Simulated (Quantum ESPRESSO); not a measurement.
# The valence band of Al2Pt as photoemission sees it, part 20 of 21

Aim: the valence spectrum of Al2Pt from He I to hard X-rays, and which orbitals make each feature.

Quantum ESPRESSO 7.5; DFT, PBEsol, plane waves, ultrasoft GBRV pseudopotentials, scalar-relativistic (the session's first sound run).

So far. Step 17 (Another volume: bands): Of the bands kept, 3 cross the Fermi level on this path. Step 18 (Other settings: self-consistent run: mixing_beta = 0.1 …): Against step 2 (now other mixing), the free energy stays within 0.05 meV an atom. The two runs end at the same energy.

The database entry behind the starting cell differs from later determinations by our own check (0.1 to 0.3 % short, probably kX units), so it need not match the best structure at ambient conditions.

## 21. Other settings: self-consistent run

The geometry of step 2 again, with the k-mesh changed.

This step: DFT, PBEsol, plane waves, ultrasoft GBRV pseudopotentials, scalar-relativistic; changed: K_POINTS = [6, 6, 6] (Quantum ESPRESSO 7.5).

Other settings are tried.

scf.in

```
&control
  calculation = 'scf'
  prefix = 'pes'
  outdir = './tmp'
  pseudo_dir = './pp'
  tprnfor = .true.
  tstress = .true.
/
&system
  ibrav = 0
  nat = 3
  ntyp = 2
  ecutwfc = 40.0
  ecutrho = 200.0
  occupations = 'smearing'
  nbnd = 21
  smearing = 'fd'
  degauss = 0.00367
/
&electrons
  conv_thr = 1.8e-08
  mixing_beta = 0.5
  electron_maxstep = 120
/
ATOMIC_SPECIES
Pt 195.0840 pt_pbesol_v1.4.uspp.F.UPF
Al 26.9815 al_pbesol_v1.uspp.F.UPF
CELL_PARAMETERS angstrom
 0.000000000 2.955000000 2.955000000
 2.955000000 0.000000000 2.955000000
 2.955000000 2.955000000 0.000000000
ATOMIC_POSITIONS crystal
Pt 0.000000000 0.000000000 0.000000000
Al 0.750000000 0.750000000 0.750000000
Al 0.250000000 0.250000000 0.250000000
K_POINTS automatic
6 6 6 0 0 0
```

The run is started by

```
$ OMP_NUM_THREADS=1 mpirun -n 4 pw.x -nk 4 -in scf.in > scf.out
```

Output:

```text
[banner, memory and clock lines left out]
Program PWSCF v.7.5 starts

          URL

     Message from routine setup:
     using ibrav=0 with symmetry is DISCOURAGED, use correct ibrav instead

     G-vector sticks info

     bravais-lattice index     =            0
     lattice parameter (alat)  =       7.8972  a.u.
     unit-cell volume          =     348.2564 (a.u.)^3
     number of atoms/cell      =            3
     number of atomic types    =            2
     number of electrons       =        22.00
     number of Kohn-Sham states=           21
     kinetic-energy cutoff     =      40.0000  Ry
     charge density cutoff     =     200.0000  Ry
     scf convergence threshold =      1.8E-08
     mixing beta               =       0.5000
     number of iterations used =            8  plain     mixing
     Exchange-correlation= SLA  PW   PSX  PSC
                           (   1   4  10   8   0   0   0)

     celldm(1)=   7.897168  celldm(2)=   0.000000  celldm(3)=   0.000000
     celldm(4)=   0.000000  celldm(5)=   0.000000  celldm(6)=   0.000000

     crystal axes: (cart. coord. in units of alat)
               a(1) = (   0.000000   0.707107   0.707107 )
               a(2) = (   0.707107   0.000000   0.707107 )
               a(3) = (   0.707107   0.707107   0.000000 )

     reciprocal axes: (cart. coord. in units 2 pi/alat)
               b(1) = ( -0.707107  0.707107  0.707107 )
               b(2) = (  0.707107 -0.707107  0.707107 )
               b(3) = (  0.707107  0.707107 -0.707107 )

     PseudoPot. # 1 for Pt read from file:
     ./pp/pt_pbesol_v1.4.uspp.F.UPF
     Pseudo is Ultrasoft + core correction, Zval = 16.0
     Generated by new atomic code, or converted to UPF format
     Using radial grid of  985 points,  6 beta functions with:
                l(1) =   0
                l(2) =   0
                l(3) =   1
                l(4) =   1
                l(5) =   2
                l(6) =   2
     Q(r) pseudized with  8 coefficients,  rinner =    1.300   1.300   1.300
                                                       1.300   1.300

     PseudoPot. # 2 for Al read from file:
     ./pp/al_pbesol_v1.uspp.F.UPF
     Pseudo is Ultrasoft + core correction, Zval =  3.0
     Generated by new atomic code, or converted to UPF format
     Using radial grid of  893 points,  3 beta functions with:
                l(1) =   0
                l(2) =   1
                l(3) =   2
     Q(r) pseudized with  8 coefficients,  rinner =    0.900   0.900   0.900
                                                       0.900   0.900

     atomic species   valence    mass     pseudopotential
     Pt               16.00   195.08400     Pt( 1.00)
     Al                3.00    26.98150     Al( 1.00)

     48 Sym. Ops., with inversion, found

   Cartesian axes

     site n.     atom                  positions (alat units)
         1        Pt     tau(   1) = (   0.0000000   0.0000000   0.0000000  )
         2        Al     tau(   2) = (   1.0606602   1.0606602   1.0606602  )
         3        Al     tau(   3) = (   0.3535534   0.3535534   0.3535534  )

     number of k points=    16  Fermi-Dirac smearing, width (Ry)=  0.0037
                       cart. coord. in units 2pi/alat
        k(    1) = (   0.0000000   0.0000000   0.0000000), wk =   0.0092593
        k(    2) = (   0.1178511   0.1178511  -0.1178511), wk =   0.0740741
        k(    3) = (   0.2357023   0.2357023  -0.2357023), wk =   0.0740741
        k(    4) = (  -0.3535534  -0.3535534   0.3535534), wk =   0.0370370
        k(    5) = (   0.2357023   0.0000000  -0.0000000), wk =   0.0555556
        k(    6) = (   0.3535534   0.1178511  -0.1178511), wk =   0.2222222
        k(    7) = (  -0.2357023  -0.4714045   0.4714045), wk =   0.2222222
        k(    8) = (  -0.1178511  -0.3535534   0.3535534), wk =   0.2222222
        k(    9) = (   0.0000000  -0.2357023   0.2357023), wk =   0.1111111
        k(   10) = (   0.4714045   0.0000000  -0.0000000), wk =   0.0555556
        k(   11) = (  -0.1178511  -0.5892557   0.5892557), wk =   0.2222222
        k(   12) = (  -0.0000000  -0.4714045   0.4714045), wk =   0.1111111
        k(   13) = (  -0.7071068   0.0000000   0.0000000), wk =   0.0277778
        k(   14) = (  -0.2357023  -0.4714045   0.7071068), wk =   0.2222222
        k(   15) = (  -0.1178511  -0.3535534   0.5892557), wk =   0.2222222
        k(   16) = (  -0.7071068   0.2357023   0.0000000), wk =   0.1111111

     Dense  grid:    16529 G-vectors     FFT dimensions: (  36,  36,  36)

     Smooth grid:    11935 G-vectors     FFT dimensions: (  32,  32,  32)

     Initial potential from superposition of free atoms

     starting charge      21.4953, renormalised to      22.0000

     negative rho (up, down):  1.862E-01 0.000E+00
     Starting wfcs are   20 randomized atomic wfcs +    1 random wfcs

     per-process dynamical memory:    20.0 Mb

     Self-consistent Calculation

     iteration #  1     ecut=    40.00 Ry     beta= 0.50
     Davidson diagonalization with overlap
     ethr =  1.00E-02,  avg # of iterations =  5.4

     negative rho (up, down):  1.691E-01 0.000E+00

     total energy              =    -222.89937086 Ry
     estimated scf accuracy    <       2.50356704 Ry

     iteration #  2     ecut=    40.00 Ry     beta= 0.50
     Davidson diagonalization with overlap
     ethr =  1.00E-02,  avg # of iterations =  2.0

     negative rho (up, down):  1.733E-01 0.000E+00

     total energy              =    -223.84792222 Ry
     estimated scf accuracy    <       1.85576092 Ry

     iteration #  3     ecut=    40.00 Ry     beta= 0.50
     Davidson diagonalization with overlap
     ethr =  8.44E-03,  avg # of iterations =  1.2

     negative rho (up, down):  1.704E-01 0.000E+00

     total energy              =    -224.04734910 Ry
     estimated scf accuracy    <       0.05770425 Ry

     iteration #  4     ecut=    40.00 Ry     beta= 0.50
     Davidson diagonalization with overlap
     ethr =  2.62E-04,  avg # of iterations =  2.6

     negative rho (up, down):  1.699E-01 0.000E+00

     total energy              =    -224.06436576 Ry
     estimated scf accuracy    <       0.04718121 Ry

     iteration #  5     ecut=    40.00 Ry     beta= 0.50
     Davidson diagonalization with overlap
     ethr =  2.14E-04,  avg # of iterations =  1.6

     negative rho (up, down):  1.706E-01 0.000E+00

     total energy              =    -224.07185910 Ry
     estimated scf accuracy    <       0.00012044 Ry

     iteration #  6     ecut=    40.00 Ry     beta= 0.50
     Davidson diagonalization with overlap
     ethr =  5.47E-07,  avg # of iterations =  5.0

     negative rho (up, down):  1.706E-01 0.000E+00

     total energy              =    -224.07191150 Ry
     estimated scf accuracy    <       0.00002692 Ry

     iteration #  7     ecut=    40.00 Ry     beta= 0.50
     Davidson diagonalization with overlap
     ethr =  1.22E-07,  avg # of iterations =  1.6

     negative rho (up, down):  1.706E-01 0.000E+00

     total energy              =    -224.07191287 Ry
     estimated scf accuracy    <       0.00000283 Ry

     iteration #  8     ecut=    40.00 Ry     beta= 0.50
     Davidson diagonalization with overlap
     ethr =  1.28E-08,  avg # of iterations =  2.0

     negative rho (up, down):  1.706E-01 0.000E+00

     End of self-consistent calculation

          k = 0.0000 0.0000 0.0000 (  1459 PWs)   bands (ev):

   -42.1638 -42.1638 -42.1638   0.7572   5.9399   5.9399   5.9399   7.3120
     7.3120  13.9317  14.8414  14.8414  14.8414  16.4169  16.4169  16.4169
    17.3145  17.3145  17.3145  18.9954  20.4467

          k = 0.1179 0.1179-0.1179 (  1477 PWs)   bands (ev):

   -42.1647 -42.1640 -42.1640   1.1372   5.7287   6.0583   6.0583   7.2796
     7.2796  11.7815  13.9678  13.9678  14.4224  16.7058  16.7764  16.7764
    17.4450  17.4450  17.9683  21.3787  21.6357

          k = 0.2357 0.2357-0.2357 (  1477 PWs)   bands (ev):

   -42.1660 -42.1642 -42.1642   2.1781   5.2867   6.2315   6.2315   7.3669
     7.3669   8.6992  12.6629  12.6629  14.8114  16.2833  16.2938  16.2938
    19.3168  19.3168  19.4217  23.6842  23.6842

          k =-0.3536-0.3536 0.3536 (  1476 PWs)   bands (ev):

   -42.1668 -42.1643 -42.1643   3.0944   4.8888   6.2660   6.2660   7.2919
     7.5280   7.5280  12.0341  12.0341  14.7262  16.1620  16.1620  16.3430
    20.6724  20.6724  21.5068  22.6681  23.9867

          k = 0.2357 0.0000-0.0000 (  1463 PWs)   bands (ev):

   -42.1646 -42.1641 -42.1641   1.2682   5.6487   6.1319   6.1319   7.0601
     7.4267  12.7063  12.7063  12.7814  13.9958  15.4447  17.3843  17.8513
    17.8513  19.0026  19.0026  20.1256  21.3132

          k = 0.3536 0.1179-0.1179 (  1484 PWs)   bands (ev):

   -42.1657 -42.1645 -42.1644   2.1159   5.3297   6.2849   6.3484   6.9982
     7.5334   9.5178  11.6515  12.0128  14.4396  15.9149  17.5013  17.6251
    17.8778  20.6088  20.6120  21.3417  23.7186

          k =-0.2357-0.4714 0.4714 (  1493 PWs)   bands (ev):

   -42.1666 -42.1648 -42.1645   3.3018   4.9669   6.1852   6.4566   7.2832
     7.5048   7.5455  10.8740  11.3557  14.4129  16.8433  17.2375  17.6263
    18.6381  21.0611  21.9031  23.2049  23.6594

          k =-0.1179-0.3536 0.3536 (  1487 PWs)   bands (ev):

   -42.1663 -42.1649 -42.1644   2.9249   5.1229   6.1607   6.4678   7.2086
     7.3985   8.1464  10.4640  12.2524  14.6732  16.5458  16.6914  18.1657
    19.1106  19.2641  21.1452  23.1188  24.5973

          k = 0.0000-0.2357 0.2357 (  1492 PWs)   bands (ev):

[...]
17.6861  18.5458  20.7499  20.9518  23.6169

          k = 0.4714 0.0000-0.0000 (  1479 PWs)   bands (ev):

[...]
19.5339  19.8616  22.3320  22.3320  23.2003

          k =-0.1179-0.5893 0.5893 (  1492 PWs)   bands (ev):

[...]
20.7736  21.4709  22.5272  23.1388  24.2695

          k =-0.0000-0.4714 0.4714 (  1484 PWs)   bands (ev):

[...]
19.6783  20.2612  21.8190  23.3010  25.1401

          k =-0.7071 0.0000 0.0000 (  1524 PWs)   bands (ev):

   -42.1669 -42.1651 -42.1651   4.7099   4.9202   5.1845   7.2159   7.2159
     7.5928   7.7998   9.3934   9.3934  14.1396  14.3486  19.1298  21.6976
    21.6976  22.0808  22.2201  22.2201  25.0334

          k =-0.2357-0.4714 0.7071 (  1492 PWs)   bands (ev):

   -42.1661 -42.1652 -42.1646   3.1374   5.1175   6.1439   6.7314   7.0473
     7.4199   8.4436   9.6770  11.2450  15.3437  15.5887  16.8614  18.8242
    19.8447  20.3764  21.4417  23.3632  23.8961

          k =-0.1179-0.3536 0.5893 (  1498 PWs)   bands (ev):

   -42.1662 -42.1656 -42.1648   4.1319   4.9587   6.0042   6.4230   6.8757
     7.5302   7.9510   9.2236  10.6451  15.2808  16.2011  17.6378  18.3163
    19.4950  20.9243  22.8142  23.6985  24.4598

          k =-0.7071 0.2357 0.0000 (  1488 PWs)   bands (ev):

   -42.1663 -42.1655 -42.1650   4.9472   5.0674   5.1685   6.4835   7.2167
     7.7162   7.7439   8.7595   9.9918  15.1598  15.6982  17.4184  19.0799
    21.0274  22.2981  23.1216  23.1524  23.8963

     the Fermi energy is    11.0411 ev

!    total energy              =    -224.07191343 Ry
     estimated scf accuracy    <          2.2E-09 Ry
     smearing contrib. (-TS)   =      -0.00043140 Ry
     internal energy E=F+TS    =    -224.07148203 Ry

     The total energy is F=E-TS. E is the sum of the following terms:
     one-electron contribution =     -84.08962941 Ry
     hartree contribution      =      53.29139345 Ry
     xc contribution           =     -65.24646591 Ry
     ewald contribution        =    -128.02678016 Ry

     convergence has been achieved in   8 iterations

     negative rho (up, down):  1.706E-01 0.000E+00

     Forces acting on atoms (cartesian axes, Ry/au):

     atom    1 type  1   force =     0.00000000    0.00000000   -0.00000000
     atom    2 type  2   force =     0.00000000    0.00000000   -0.00000000
     atom    3 type  2   force =    -0.00000000    0.00000000    0.00000000

     Total force =     0.000000     Total SCF correction =     0.000000

     Computing stress (Cartesian axis) and pressure

     negative rho (up, down):  1.706E-01 0.000E+00
          total   stress  (Ry/bohr**3)                   (kbar)     P=      -14.71
  -0.00009997  -0.00000000  -0.00000000          -14.71       -0.00       -0.00
  -0.00000000  -0.00009997  -0.00000000           -0.00      -14.71       -0.00
  -0.00000000  -0.00000000  -0.00009997           -0.00       -0.00      -14.71

     XML data file, charge density, pseudopotentials, collected wavefunctions

                                        0.00s GPU  (     123 calls)
```

It took 2.9 s on 4 MPI ranks of Arm Neoverse V1, shared host; 11 s of CPU time.

Residual by cycle:

cycle, log10 residual and a bar from the least value:
```
        1        1.5 ##############################
        2        1.4 ##############################
        3       -0.1 #########################
        4       -0.2 ########################
        5       -2.8 ################
        6       -3.4 ##############
        7       -4.4 ##########
        8       -7.5
```

The run finished with changed settings (K_POINTS = [6, 6, 6]); it serves as a test.

(Continued in part 21 of 21.)

[Logs are printed without paths, hosts, clocks, repeated set-up lines and the standing remarks that a program may print on its own settings, such as how far it seeks lower states.]

[Hosts, paths, dates, database ids (printed as entryN), source tags and the programs' standing remarks are cut or masked in the printed files.]

[Maps of the electrostatic potential energy from Ansatz leave out the sawtooth potential of an applied field or a dipole correction, so their vacuum need not be flat; work functions include it.]

[Peak lists hold at most the 14 tallest peaks of each spectrum; further lines can be left out.]
